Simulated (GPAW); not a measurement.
A computed Ag L₃-edge spectrum of one site in a crystal of Ag and Zn. Method: GPAW, LDA, excited-electron core hole (neutral cell) in a small cell, dipole transitions, broadening that rises with energy.

Energy from the lowest empty level; intensity scaled to a mean of 1 over the first 20 eV:

```csv
E (eV),intensity
-2.0,0.02
-1.5,0.04
-1.0,0.10
-0.5,0.20
0.0,0.34
0.5,0.52
1.0,0.71
1.5,0.88
2.0,0.99
2.5,1.03
3.0,1.01
3.5,0.98
4.0,0.98
4.5,1.01
5.0,1.05
5.5,1.07
6.0,1.06
6.5,1.03
7.0,0.99
7.5,0.94
8.0,0.89
8.5,0.84
9.0,0.83
9.5,0.84
10.0,0.88
10.5,0.94
11.0,0.99
11.5,1.02
12.0,1.02
12.5,0.99
13.0,0.95
13.5,0.92
14.0,0.91
14.5,0.90
15.0,0.91
15.5,0.94
16.0,0.97
16.5,1.03
17.0,1.12
17.5,1.23
18.0,1.33
18.5,1.41
19.0,1.46
19.5,1.47
20.0,1.46
20.5,1.45
21.0,1.43
21.5,1.41
22.0,1.39
22.5,1.36
23.0,1.33
23.5,1.29
24.0,1.25
24.5,1.22
25.0,1.20
25.5,1.18
26.0,1.18
26.5,1.19
27.0,1.21
27.5,1.23
28.0,1.25
28.5,1.26
29.0,1.25
29.5,1.23
30.0,1.19
30.5,1.16
31.0,1.13
31.5,1.12
32.0,1.11
```

Q: What surroundings does the absorber have?

At an L edge the dipole rule selects empty d and s states; the absorber's d shell is nominally full, so the onset shows only d character mixed into the empty bands. It is atom 1 of ZnAg (Pm-3m), with 8 Zn at 2.73 Å and 6 Ag at 3.16 Å (cube and octahedron, as in bcc, site symmetry m-3m). Its main maxima below 30 eV lie at 2.6 eV (1.03), 5.6 eV (1.07), 11.8 eV (1.02), 19.6 eV (1.47) and 28.6 eV (1.26). A near-edge spectrum doesn't fix the structure by itself; it is matched against candidates. Only the L₃ part is meant: spin–orbit coupling of the core level isn't computed and the L₂ copy isn't added. The script folds with a Gaussian, whereas the core hole's own line is a Lorentzian, so the onset is too steep and the first peak too high. Lifetime broadening is put in by hand, and intensities beyond about 20 eV depend on it and on the partial waves. The structure is a published determination, not relaxed.

[Banner, clock and machine lines of the logs are left out without a mark of their own.]

[Logs are printed without paths, hosts, clocks, repeated set-up lines and the standing remarks that a program may print on its own settings, such as how far it seeks lower states.]

[Hosts, paths, dates, database ids (printed as entryN), source tags and the programs' standing remarks are cut or masked in the printed files.]

[Lists of maxima count a maximum above −3 eV only where it reaches 4 % of the highest in the window and stands out from its surroundings by 2 % of it (1.5 % where it reaches 55 %); shoulders and weaker maxima are passed over, and of the rest the first, up to two pre-edge ones and the few strongest are named.]
